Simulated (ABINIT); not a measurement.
Planning a run of ABINIT 10.8.3 on CsPbCl3 (Pm-3m). The input:

```
acell 3*1.0 Angstrom
rprim 
  5.605000000000 0.000000000000 0.000000000000
  0.000000000000 5.605000000000 0.000000000000
  0.000000000000 0.000000000000 5.605000000000
ntypat 3
znucl 55 82 17
natom 5
typat 1 2 3 3 3
xred 
  0.000000000000 0.000000000000 0.000000000000
  0.500000000000 0.500000000000 0.500000000000
  0.500000000000 0.500000000000 0.000000000000
  0.000000000000 0.500000000000 0.500000000000
  0.500000000000 0.000000000000 0.500000000000
pp_dirpath "pseudos"
pseudos "Cs.upf, Pb.upf, Cl.upf"
ecut 32
ngkpt 4 4 4
nshiftk 1
shiftk 0 0 0
kptopt 1
chksymbreak 0
nband 32
occopt 1
tolvrs 1e-10
nstep 60
prtwf 0
optforces 0
optstress 0
indata_prefix "in"
outdata_prefix "out"
tmpdata_prefix "tmp"
```

```sh
OMP_NUM_THREADS=1 mpirun -n 8 abinit run.abi > log
```

Estimate wall time and host memory on 8 MPI ranks of Arm Neoverse V2, shared host.

It took 35 s; on shared hardware allow 17 s to 70 s. Peak host memory was 0.79 GiB.

[Paths, hosts, dates, memory and timing lines, banners, echoed tables and standing remarks are left out of the program output.]

[Logs are printed without paths, hosts, clocks, repeated set-up lines and the standing remarks that a program may print on its own settings, such as how far it seeks lower states.]

[Runs of the session that timed out or met a known fault of the program may be left out.]

[Hosts, paths, dates, database ids (printed as entryN), source tags and the programs' standing remarks are cut or masked in the printed files.]

[G0W0 gaps are taken among the corrected bands and points alone; a level outside them can change the order at an edge.]

[Where Ansatz stands beside ABINIT at settings called matched, ABINIT's density can come from a denser mesh and the files from another edition; pairs whose starting gaps differed by over 0.03 eV were left out, so agreement reads better than it is.]
